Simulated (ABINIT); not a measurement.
# A GW run on Y2Ti2S2O5 (I4/mmm) in ABINIT, with inputs changed

Aim: change inputs of a GW run on Y2Ti2S2O5 (I4/mmm) and see what moves.

Program: ABINIT 10.8.3. Level of theory: LDA and many-body steps on it, plane waves. Results are calculated unless marked as measured.

## (1) The starting structure

It takes space group I4/mmm (No. 139, tetragonal). The conventional cell has a = 3.796 Å, b = 3.796 Å, c = 23.091 Å, α = 90.00°, β = 90.00°, γ = 90.00°. Nearest to Y lie 4 O at 2.46 Å and 5 S at 2.83 to 2.96 Å. Nearest to Ti lie 5 O at 1.81 to 1.96 Å and 1 S at 2.93 Å. Nearest to S lie 5 Y at 2.83 to 2.96 Å and 1 Ti at 2.93 Å. Nearest to O lie 2 Ti at 1.81 Å. O has 2 Ti at 1.96 Å and 2 Y at 2.46 Å nearest. Farther neighbours and most contacts between anions are not listed.

Structure file:

```cif
data_structure
_symmetry_space_group_name_H-M 'I4/mmm'
_symmetry_Int_Tables_number 139
_cell_length_a 3.7960
_cell_length_b 3.7960
_cell_length_c 23.0907
_cell_angle_alpha 90.000
_cell_angle_beta 90.000
_cell_angle_gamma 90.000
_cell_volume 332.73
loop_
_atom_site_label
_atom_site_type_symbol
_atom_site_symmetry_multiplicity
_atom_site_Wyckoff_symbol
_atom_site_fract_x
_atom_site_fract_y
_atom_site_fract_z
_atom_site_occupancy
Y1 Y 4 e 0.50000 0.50000 0.16670 1
Ti1 Ti 4 e 0.50000 0.50000 0.42149 1
S1 S 4 e 0.50000 0.50000 0.29475 1
O1 O 2 a 0.00000 0.00000 0.00000 1
O2 O 8 g 0.00000 0.50000 0.40080 1
```

The cell and positions are those that the Materials Project relaxed with its own functionals (PBE, PBE+U or r2SCAN), kept fixed.

## (2) Screening, 4×4×4 mesh, 99 bands, screening to 87.1 eV

This step: ABINIT 10.8.3; RPA screening on LDA, plane waves, norm-conserving pseudopotentials.

The RPA dielectric matrix is built and inverted for each q.

Contents of run.abi:

```
acell 3*1.0 Angstrom
rprim 
  -1.898002000000 1.898002000000 11.545330000000
  1.898002000000 -1.898002000000 11.545330000000
  1.898002000000 1.898002000000 -11.545330000000
ntypat 4
znucl 39 22 16 8
natom 11
typat 1 1 2 2 3 3 4 4 4 4 4
xred 
  0.666698000000 0.666698000000 0.000000000000
  0.333302000000 0.333302000000 0.000000000000
  0.921493000000 0.921493000000 0.000000000000
  0.078507000000 0.078507000000 0.000000000000
  0.794752000000 0.794752000000 0.000000000000
  0.205248000000 0.205248000000 0.000000000000
  0.000000000000 0.000000000000 0.000000000000
  0.900805000000 0.400805000000 0.500000000000
  0.599195000000 0.099195000000 0.500000000000
  0.400805000000 0.900805000000 0.500000000000
  0.099195000000 0.599195000000 0.500000000000
pp_dirpath "pseudos"
pseudos "Y.upf, Ti.upf, S.upf, O.upf"
ecut 38
ngkpt 4 4 4
nshiftk 1
shiftk 0 0 0
kptopt 1
chksymbreak 0
istwfk *1
occopt 1
irdwfk 1
optdriver 3
nband 99
ecuteps 3.2
inclvkb 2
awtr 1
symchi 1
indata_prefix "in"
outdata_prefix "out"
tmpdata_prefix "tmp"
gwmem 10
```

On the command line:

```
$ OMP_NUM_THREADS=2 mpirun -n 8 abinit run.abi > log
```

The log of the run:

```text
.Version 10.8.3 of ABINIT. v10.8.2 released Aug 2026.

 Symmetries : space group I4/m m m (#139); Bravais tI (body-center tetrag.)
[... echo of the input left out ...]
== DATASET  1 ==================================================================
-   mpi_nproc: 8, omp_nthreads: 2 (-1 if OMP is not activated)

--- !DatasetInfo
iteration_state: {dtset: 1, }
dimensions: {natom: 11, nkpt: 13, mband: 99, nsppol: 1, nspinor: 1, nspden: 1, mpw: 12636, }
cutoff_energies: {ecut:  38.0, pawecutdg:  -1.0, }
electrons: {nelect:   8.80000000E+01, charge:   0.00000000E+00, occopt:   1.00000000E+00, tsmear:   1.00000000E-02, }

 SCREENING: Calculation of the susceptibility and dielectric matrices

 Based on a program developped by R.W. Godby, V. Olevano, G. Onida, and L. Reining.
 Incorporated in ABINIT by V. Olevano, G.-M. Rignanese, and M. Torrent.
.Using double precision arithmetic ; gwpc =  8

[... cell and pseudopotentials left out ...]
--------------------------------------------------------------------------------

 ==== K-mesh for the wavefunctions ====
 Number of points in the irreducible wedge :    13
[... list of points left out ...]
 Together with 16 symmetry operations and time-reversal symmetry
 yields    64 points in the full Brillouin Zone.

 ==== Q-mesh for the screening function ====
 Number of points in the irreducible wedge :    13
[... list of points left out ...]
 Together with 16 symmetry operations and time-reversal symmetry
 yields    64 points in the full Brillouin Zone.

 setmesh: FFT mesh size selected  =    72x   72x   72
          total number of points  =       373248

 vcoul_init : cutoff-mode = AUXILIARY_FUNCTION
 q-points for optical limit:   1
     1)      0.000010    0.000020    0.000030

- screening: taking advantage of time-reversal symmetry
- Maximum band index for partially occupied states nbvw = 44
- Remaining bands to be divided among processors   nbcw = 55
- Number of bands treated by each node ~6

 Number of electrons calculated from density =   88.0000; Expected =   88.0000
 average of density, n =  0.078384
 r_s =    1.4495
 omega_plasma =   27.0065 [eV]

 calculating chi0 at frequencies [eV] :
  1    0.000000E+00    0.000000E+00
  2    0.000000E+00    2.700653E+01

--------------------------------------------------------------------------------
  q-point number  1        q = ( 0.000000, 0.000000, 0.000000) [r.l.u.]
--------------------------------------------------------------------------------
[... chi0 elements left out ...]
 For q-point:  0.000010 0.000020 0.000030
  dielectric constant =   6.8771
  dielectric constant without local fields =   7.4494

  Average fulfillment of the sum rule on Im[epsilon] for q-point    1 :     43.94  [%]
[... wings left out ...]
  q-point number  2        q = ( 0.250000, 0.000000, 0.000000) [r.l.u.]
--------------------------------------------------------------------------------
[... chi0 elements left out ...]
  Average fulfillment of the sum rule on Im[epsilon] for q-point    2 :     47.14  [%]

 [... 11 further q-points ...]
```

It took 18 min on 8 MPI ranks of Arm Neoverse V2, shared host; peak memory 4.8 GiB.

This step gave:

| Item | Value |
| --- | --- |
| ε∞ with local fields, on this mesh, along the program's q direction | 6.877 |
| the same without local fields | 7.449 |
| plasma frequency | 27.01 eV |
| plane waves in the screening matrix | 301 |

Local fields lower ε∞ by 8 %.

## (3) Base

The self-energy is evaluated for the states that the input lists, and the levels follow from it, in one-shot runs by the linearised quasiparticle equation.

This step: G0W0 on LDA, plane waves, norm-conserving pseudopotentials.

run.abi: that of step 2 with these lines changed.

```diff
@@ -32,8 +32,15 @@
 irdwfk 1
-optdriver 3
+optdriver 4
 nband 99
+gwcalctyp 0
+ecutsigx 38
+symsigma 1
+nkptgw 1
+kptgw 
+  0.0000000000 0.0000000000 0.0000000000
+bdgw 
+  43 46
 ecuteps 3.2
-inclvkb 2
-awtr 1
-symchi 1
+irdscr 1
+ppmodel 1
 indata_prefix "in"
@@ -41,2 +48,2 @@
 tmpdata_prefix "tmp"
-gwmem 10
+gwmem 00
```

On the command line:

```
$ OMP_NUM_THREADS=1 mpirun -n 16 abinit run.abi > log
```

The log of the run:

```text
.Version 10.8.3 of ABINIT. v10.8.2 released Aug 2026.

 Symmetries : space group I4/m m m (#139); Bravais tI (body-center tetrag.)
[... echo of the input left out ...]
== DATASET  1 ==================================================================
-   mpi_nproc: 16, omp_nthreads: 1 (-1 if OMP is not activated)

--- !DatasetInfo
iteration_state: {dtset: 1, }
dimensions: {natom: 11, nkpt: 13, mband: 99, nsppol: 1, nspinor: 1, nspden: 1, mpw: 12636, }
cutoff_energies: {ecut:  38.0, pawecutdg:  -1.0, }
electrons: {nelect:   8.80000000E+01, charge:   0.00000000E+00, occopt:   1.00000000E+00, tsmear:   1.00000000E-02, }

 SIGMA: Calculation of the GW corrections

 Based on a program developped by R.W. Godby, V. Olevano, G. Onida, and L. Reining.
 Incorporated in ABINIT by V. Olevano, G.-M. Rignanese, and M. Torrent.
.Using double precision arithmetic ; gwpc =  8

[... cell and pseudopotentials left out ...]
--------------------------------------------------------------------------------

 ==== K-mesh for the wavefunctions ====
 Number of points in the irreducible wedge :    13
[... list of points left out ...]
 Together with 16 symmetry operations and time-reversal symmetry
 yields    64 points in the full Brillouin Zone.

 ==== Q-mesh for screening function ====
 Number of points in the irreducible wedge :    13
[... list of points left out ...]
 Together with 16 symmetry operations and time-reversal symmetry
 yields    64 points in the full Brillouin Zone.

 vcoul_init : cutoff-mode = AUXILIARY_FUNCTION
 q-points for optical limit:   1
     1)      0.000010    0.000020    0.000030
 setmesh: FFT mesh size selected  =    72x   72x   72
          total number of points  =       373248

 Number of electrons calculated from density =   88.0000; Expected =   88.0000
 average of density, n =  0.078384
 r_s =    1.4495
 omega_plasma =   27.0065 [eV]

 === KS Band Gaps ===
  >>>> For spin  1
   Minimum direct gap =   0.7107 [eV], located at k-point      :   0.0000  0.0000  0.0000
   Fundamental gap    =   0.7107 [eV], Top of valence bands at :   0.0000  0.0000  0.0000
                                       Bottom of conduction at :   0.0000  0.0000  0.0000
 SIGMA fundamental parameters:
 PLASMON POLE MODEL  1
 number of plane-waves for SigmaX                12497
 number of plane-waves for SigmaC and W            301
 number of plane-waves for wavefunctions         12497
 number of bands                                    99
 number of independent spin polarizations            1
 number of spinorial components                      1
 number of k-points in IBZ                          13
 number of q-points in IBZ                          13
 number of symmetry operations                      16
 number of k-points in BZ                           64
 number of q-points in BZ                           64
 number of frequencies for dSigma/dE                 9
 frequency step for dSigma/dE [eV]                0.25
 number of omega for Sigma on real axis              0
 max omega for Sigma on real axis  [eV]           0.00
 zcut for avoiding poles [eV]                     0.10

 EPSILON^-1 parameters (SCR file):
 dimension of the eps^-1 matrix on file            301
 dimension of the eps^-1 matrix used               301
 number of plane-waves for wavefunctions         12497
 number of bands                                    99
 number of q-points in IBZ                          13
 number of frequencies                               2
 number of real frequencies                          1
 number of imag frequencies                          1

 matrix elements of self-energy operator (all in [eV])

 Perturbative Calculation

--- !SelfEnergy_ee
iteration_state: {dtset: 1, }
kpoint     : [   0.000,    0.000,    0.000, ]
spin       : 1
KS_gap     :    0.711
QP_gap     :    2.873
Delta_QP_KS:    2.162
data: !SigmaeeData |
     Band     E0 <VxcDFT>   SigX SigC(E0)      Z dSigC/dE  Sig(E)    E-E0       E
       43   5.641 -13.694 -17.305   3.262   0.790  -0.266 -13.969  -0.275   5.366
       44   5.641 -13.694 -17.305   3.262   0.790  -0.266 -13.969  -0.275   5.366
       45   6.352 -19.398 -11.474  -5.408   0.750  -0.334 -17.511   1.887   8.239
       46   6.376 -19.457 -11.496  -5.433   0.749  -0.335 -17.564   1.893   8.270

== END DATASET(S) ==============================================================
================================================================================

 -outvars: echo values of variables after computation  --------
           etotal      0.0000000000E+00
            nband          99
             nkpt          13
          spgroup         139
 [... the other variables as echoed above ...]

 Calculation completed.
```

Run time: 12 s. Hardware: 16 MPI ranks; peak memory 7.5 GiB.

This step gave:

```yaml
g0w0_gap_on_the_points_computed: 2.873 eV
starting_gap_on_the_mesh: 0.7108 eV
k_of_the_valence_top: 0, 0, 0
k_of_the_conduction_bottom: 0, 0, 0
z_at_the_valence_top: 0.79
z_at_the_conduction_bottom: 0.75
least_direct_g0w0_gap_on_the_computed_points: 2.873 eV
```

The gap on the mesh goes from 0.71 eV to 2.87 eV, a correction of +2.16 eV.

## (4) Exchange cutoff

run.abi: that of step 3 with these lines changed.

```diff
@@ -35,3 +35,3 @@
 gwcalctyp 0
-ecutsigx 38
+ecutsigx 76
 symsigma 1
```

The log of the run:

```text
.Version 10.8.3 of ABINIT. v10.8.2 released Aug 2026.

 Symmetries : space group I4/m m m (#139); Bravais tI (body-center tetrag.)
[... echo of the input left out ...]
== DATASET  1 ==================================================================
-   mpi_nproc: 16, omp_nthreads: 1 (-1 if OMP is not activated)

--- !DatasetInfo
iteration_state: {dtset: 1, }
dimensions: {natom: 11, nkpt: 13, mband: 99, nsppol: 1, nspinor: 1, nspden: 1, mpw: 12636, }
cutoff_energies: {ecut:  38.0, pawecutdg:  -1.0, }
electrons: {nelect:   8.80000000E+01, charge:   0.00000000E+00, occopt:   1.00000000E+00, tsmear:   1.00000000E-02, }

 SIGMA: Calculation of the GW corrections

 Based on a program developped by R.W. Godby, V. Olevano, G. Onida, and L. Reining.
 Incorporated in ABINIT by V. Olevano, G.-M. Rignanese, and M. Torrent.
.Using double precision arithmetic ; gwpc =  8

[... cell and pseudopotentials left out ...]
--------------------------------------------------------------------------------

 ==== K-mesh for the wavefunctions ====
 Number of points in the irreducible wedge :    13
[... list of points left out ...]
 Together with 16 symmetry operations and time-reversal symmetry
 yields    64 points in the full Brillouin Zone.

 ==== Q-mesh for screening function ====
 Number of points in the irreducible wedge :    13
[... list of points left out ...]
 Together with 16 symmetry operations and time-reversal symmetry
 yields    64 points in the full Brillouin Zone.

 vcoul_init : cutoff-mode = AUXILIARY_FUNCTION
 q-points for optical limit:   1
     1)      0.000010    0.000020    0.000030
 setmesh: FFT mesh size selected  =    96x   96x   96
          total number of points  =       884736

 Number of electrons calculated from density =   88.0000; Expected =   88.0000
[...]
number of k-points in IBZ                          13
 number of q-points in IBZ                          13
 number of symmetry operations                      16
 number of k-points in BZ                           64
 number of q-points in BZ                           64
 number of frequencies for dSigma/dE                 9
 frequency step for dSigma/dE [eV]                0.25
 number of omega for Sigma on real axis              0
 max omega for Sigma on real axis  [eV]           0.00
 zcut for avoiding poles [eV]                     0.10

 EPSILON^-1 parameters (SCR file):
 dimension of the eps^-1 matrix on file            301
 dimension of the eps^-1 matrix used               301
 number of plane-waves for wavefunctions         12497
 number of bands                                    99
 number of q-points in IBZ                          13
 number of frequencies                               2
 number of real frequencies                          1
 number of imag frequencies                          1

 matrix elements of self-energy operator (all in [eV])

 Perturbative Calculation

--- !SelfEnergy_ee
iteration_state: {dtset: 1, }
kpoint     : [   0.000,    0.000,    0.000, ]
spin       : 1
KS_gap     :    0.711
QP_gap     :    2.870
Delta_QP_KS:    2.159
data: !SigmaeeData |
     Band     E0 <VxcDFT>   SigX SigC(E0)      Z dSigC/dE  Sig(E)    E-E0       E
       43   5.641 -13.694 -17.305   3.262   0.790  -0.266 -13.969  -0.275   5.365
       44   5.641 -13.694 -17.305   3.262   0.790  -0.266 -13.969  -0.275   5.365
       45   6.352 -19.398 -11.478  -5.408   0.750  -0.334 -17.514   1.884   8.235
       46   6.376 -19.457 -11.500  -5.433   0.749  -0.335 -17.567   1.890   8.266

== END DATASET(S) ==============================================================
================================================================================

 -outvars: echo values of variables after computation  --------
           etotal      0.0000000000E+00
            nband          99
             nkpt          13
          spgroup         139
 [... the other variables as echoed above ...]

 Calculation completed.
```

Elapsed: 14 s, on 16 MPI ranks; peak memory 11 GiB; 3.7 min of CPU time.

This step gave:

| Property | Result |
| --- | --- |
| G0W0 gap on the points computed | 2.870 eV |
| starting gap on the mesh | 0.7108 eV |
| k of the valence top | 0, 0, 0 |
| k of the conduction bottom | 0, 0, 0 |
| Z at the valence top | 0.79 |
| Z at the conduction bottom | 0.75 |
| least direct G0W0 gap on the computed points | 2.870 eV |

## (5) No symmetry in the self-energy

run.abi: that of step 4 with these lines changed.

```diff
@@ -35,4 +35,4 @@
 gwcalctyp 0
-ecutsigx 76
-symsigma 1
+ecutsigx 38
+symsigma 0
 nkptgw 1
```

The log of the run:

```text
.Version 10.8.3 of ABINIT. v10.8.2 released Aug 2026.

 Symmetries : space group I4/m m m (#139); Bravais tI (body-center tetrag.)
[... echo of the input left out ...]
== DATASET  1 ==================================================================
-   mpi_nproc: 16, omp_nthreads: 1 (-1 if OMP is not activated)

--- !DatasetInfo
iteration_state: {dtset: 1, }
dimensions: {natom: 11, nkpt: 13, mband: 99, nsppol: 1, nspinor: 1, nspden: 1, mpw: 12636, }
cutoff_energies: {ecut:  38.0, pawecutdg:  -1.0, }
[...]
44   5.641 -13.694 -17.305   3.263   0.790  -0.266 -13.969  -0.275   5.366
       45   6.352 -19.398 -11.474  -5.408   0.750  -0.334 -17.511   1.887   8.239
       46   6.376 -19.457 -11.496  -5.433   0.749  -0.335 -17.564   1.893   8.270

== END DATASET(S) ==============================================================
================================================================================

 -outvars: echo values of variables after computation  --------
           etotal      0.0000000000E+00
            nband          99
             nkpt          13
          spgroup         139
 [... the other variables as echoed above ...]

 Calculation completed.
```

Wall time 29 s (16 MPI ranks); peak memory 6.9 GiB; 7.7 min of CPU time.

This step gave:

| Item | Value |
| --- | --- |
| G0W0 gap on the points computed | 2.873 eV |
| starting gap on the mesh | 0.7108 eV |
| k of the valence top | 0, 0, 0 |
| k of the conduction bottom | 0, 0, 0 |
| least direct G0W0 gap on the computed points | 2.873 eV |

Against G0W0 in ABINIT (4×4×4 mesh, 99 bands, screening to 87.1 eV, Godby-Needs plasmon pole), the gap moves by +0.000 eV.

## (6) Broadening of the poles

run.abi: that of step 5 with these lines changed.

```diff
@@ -36,3 +36,3 @@
 ecutsigx 38
-symsigma 0
+symsigma 1
 nkptgw 1
@@ -45,2 +45,3 @@
 ppmodel 1
+zcut 0.5 eV
 indata_prefix "in"
```

The log of the run:

```text
.Version 10.8.3 of ABINIT. v10.8.2 released Aug 2026.

 Symmetries : space group I4/m m m (#139); Bravais tI (body-center tetrag.)
[... echo of the input left out ...]
== DATASET  1 ==================================================================
-   mpi_nproc: 16, omp_nthreads: 1 (-1 if OMP is not activated)

--- !DatasetInfo
iteration_state: {dtset: 1, }
dimensions: {natom: 11, nkpt: 13, mband: 99, nsppol: 1, nspinor: 1, nspden: 1, mpw: 12636, }
cutoff_energies: {ecut:  38.0, pawecutdg:  -1.0, }
[...]
44   5.641 -13.694 -17.305   3.262   0.790  -0.266 -13.969  -0.275   5.366
       45   6.352 -19.398 -11.474  -5.408   0.750  -0.334 -17.511   1.887   8.239
       46   6.376 -19.457 -11.496  -5.433   0.749  -0.335 -17.564   1.893   8.269

== END DATASET(S) ==============================================================
================================================================================

 -outvars: echo values of variables after computation  --------
           etotal      0.0000000000E+00
            nband          99
             nkpt          13
          spgroup         139
 [... the other variables as echoed above ...]

 Calculation completed.
```

Elapsed: 12 s, on 16 MPI ranks; peak memory 7.5 GiB; 3.1 min of CPU time.

This step gave:

- G0W0 gap on the points computed: 2.873 eV
- starting gap on the mesh: 0.7108 eV
- k of the valence top: 0, 0, 0
- k of the conduction bottom: 0, 0, 0
- least direct G0W0 gap on the computed points: 2.873 eV

Against G0W0 in ABINIT (4×4×4 mesh, 99 bands, screening to 87.1 eV, Godby-Needs plasmon pole), the gap moves by +0.000 eV.

[end of part 1 of 2]

[Paths, hosts, dates, memory and timing lines, banners, echoed tables and standing remarks are left out of the program output.]

[Logs are printed without paths, hosts, clocks, repeated set-up lines and the standing remarks that a program may print on its own settings, such as how far it seeks lower states.]

[Runs of the session that timed out or met a known fault of the program may be left out.]

[Hosts, paths, dates, database ids (printed as entryN), source tags and the programs' standing remarks are cut or masked in the printed files.]

[G0W0 gaps are taken among the corrected bands and points alone; a level outside them can change the order at an edge.]

[Where Ansatz stands beside ABINIT at settings called matched, ABINIT's density can come from a denser mesh and the files from another edition; pairs whose starting gaps differed by over 0.03 eV were left out, so agreement reads better than it is.]
